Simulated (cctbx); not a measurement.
## Ba3Zn across an absorption edge

Space group P-6m2 (no. 187), a = 4.0000 Å, b = 4.0000 Å, c = 12.4660 Å, α = 90.00°, β = 90.00°, γ = 120.00°.

| atom | mult. | x | y | z | Ueq (Å²) |
| --- | --- | --- | --- | --- | --- |
| Ba1 | 2 | 2/3 | 1/3 | 0.2703 | 0.0033 |
| Ba2 | 1 | 0 | 0 | 0 | 0.0033 |
| Zn1 | 1 | 0 | 0 | 1/2 | 0.0027 |

The model was made for the exercise: a known structure type with other elements put in, its volume estimated, not relaxed; displacement parameters are assumed.

Calculated with cctbx: free-atom f′ and f″ from the Sasaki tables, no fine structure; amplitudes in electrons.

| E (eV) | F 0 2 0 | F 1 1 0 | F 0 0 2 | F 0 1 4 |
| --- | --- | --- | --- | --- |
| 9059 | 71.4 | 141.6 | 23.0 | 67.3 |
| 9409 | 71.0 | 141.0 | 23.9 | 67.4 |
| 9539 | 70.7 | 140.3 | 24.6 | 67.3 |
| 9599 | 70.4 | 139.7 | 25.3 | 67.2 |
| 9629 | 70.1 | 139.0 | 26.0 | 67.0 |
| 9644 | 69.9 | 138.3 | 26.7 | 66.9 |
| 9651 | 69.6 | 137.6 | 27.3 | 66.7 |
| 9655 | 69.4 | 136.9 | 28.0 | 66.6 |
| 9663 | 66.2 | 137.3 | 27.7 | 69.9 |
| 9667 | 66.5 | 138.1 | 26.9 | 70.1 |
| 9674 | 66.8 | 138.8 | 26.2 | 70.2 |
| 9689 | 67.1 | 139.5 | 25.5 | 70.3 |
| 9719 | 67.4 | 140.3 | 24.7 | 70.5 |
| 9809 | 67.8 | 141.3 | 23.7 | 70.7 |
| 10059 | 68.3 | 142.4 | 22.6 | 70.9 |

**Question.** Which edge is crossed, and why do the reflections move as they do?

The K edge of Zn. The edge is at 9659 eV. f′ of Zn falls from -4.0 e at 9539 eV to -7.6 e at 4 eV below it, and f″ steps from 0.49 to 3.89 e across it. Over that approach |F| changes by -2 % (0 2 0), -2 % (1 1 0), +14 % (0 0 2) and -1 % (0 1 4): a reflection falls where Zn scatters in phase with the total and rises where it scatters against it; it hardly moves where the Zn term is small or cancels by symmetry or lies in quadrature to the total. The f″ term interferes with the normal scattering with opposite sign for the two Friedel mates. The largest Friedel difference in the scan is 7.7 % of the mean (0 2 0, at 9059 eV).
